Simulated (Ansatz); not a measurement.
# CuAu (P4/mmm): the Drude term of Re ε in the infrared

Re ε of CuAu (P4/mmm) along x at low photon energies is read from one computed spectrum; the carriers' damping was typed as γ = 0.03 eV. x, y and z are the Cartesian axes of the input cell.

It takes space group P4/mmm (No. 123, tetragonal). The conventional cell has a = 2.811 Å, b = 2.811 Å, c = 3.685 Å, α = 90.00°, β = 90.00°, γ = 90.00°. Around Au on site a lie 8 Cu at 2.71 Å and 4 Au at 2.81 Å. Cu on site d has 8 Au at 2.71 Å and 4 Cu at 2.81 Å as nearest neighbours.

Method: Ansatz 0.2.0, PBE, independent particles, k-mesh 12×12×10 with interpolation inside its cells, Gaussian parameter 0.1 eV.

Launch of the response step: `ansatz run input.yaml --threads 4 --pin off --max-ram 8192MiB --backend cpu --events-out ev --progress --plain --runs-dir out`. The run took 34 s, on 4 threads of Intel(R) Xeon(R) Platinum 8559C (Emerald Rapids), on a shared host.

```
photon energy E (eV)  wavelength (µm)    Re ε
                0.25             4.96       ?
                0.30             4.13  -612.3
                0.35             3.54  -444.6
                0.40             3.10  -346.5
                0.50             2.48  -244.2
                0.60             2.07  -187.2
                0.70             1.77  -146.3
```

A Drude term over a constant background gives Re ε = ε_b − ωp²/(E² + γ²), linear in 1/(E² + γ²).

Working, on the rows shown:

| x = 1/(E² + γ²) (eV⁻²) | y = Re ε |
| --- | --- |
| 11.0011 | -612.3 |
| 8.10373 | -444.6 |
| 6.21504 | -346.5 |
| 3.98565 | -244.2 |
| 2.77085 | -187.2 |
| 2.03707 | -146.3 |

Means: x̄ = 5.6856, ȳ = -330.18. Σ(x − x̄)(y − ȳ) = -3019, Σ(x − x̄)² = 59.08. Slope = -3019 / 59.08 = -51.1; intercept = ȳ − slope · x̄ = -39.672. The line misses the rows shown by at most 11.

Fill in the last column of the withheld row.

At x = 15.773 the line gives y = -845.61. The run gave -907.5, so the extrapolation is off by 62, 8 % of the range in the table. Beyond its data the fit drifts from the curve.

Refitted with all rows, the slope is -54.75 and the intercept -22.445. These give ωp = √(−slope) = 7.40 eV, against 7.94 eV from the program's Fermi-surface sum, and an intercept of -22.4. Taking the program's Drude term off the rows leaves 87 at the lowest energy and -18 at the highest, so the background isn't constant: interband transitions lie in or near the window, and neither fitted number can be trusted. The cell comes from an older database entry, whose edges can be off by a per cent or so. The values come from a sum over the points of one k-mesh and carry its error, which is largest for Fermi-surface quantities. Spin-orbit coupling is left out.

[Logs are printed without paths, hosts, clocks, repeated set-up lines and the standing remarks that a program may print on its own settings, such as how far it seeks lower states.]
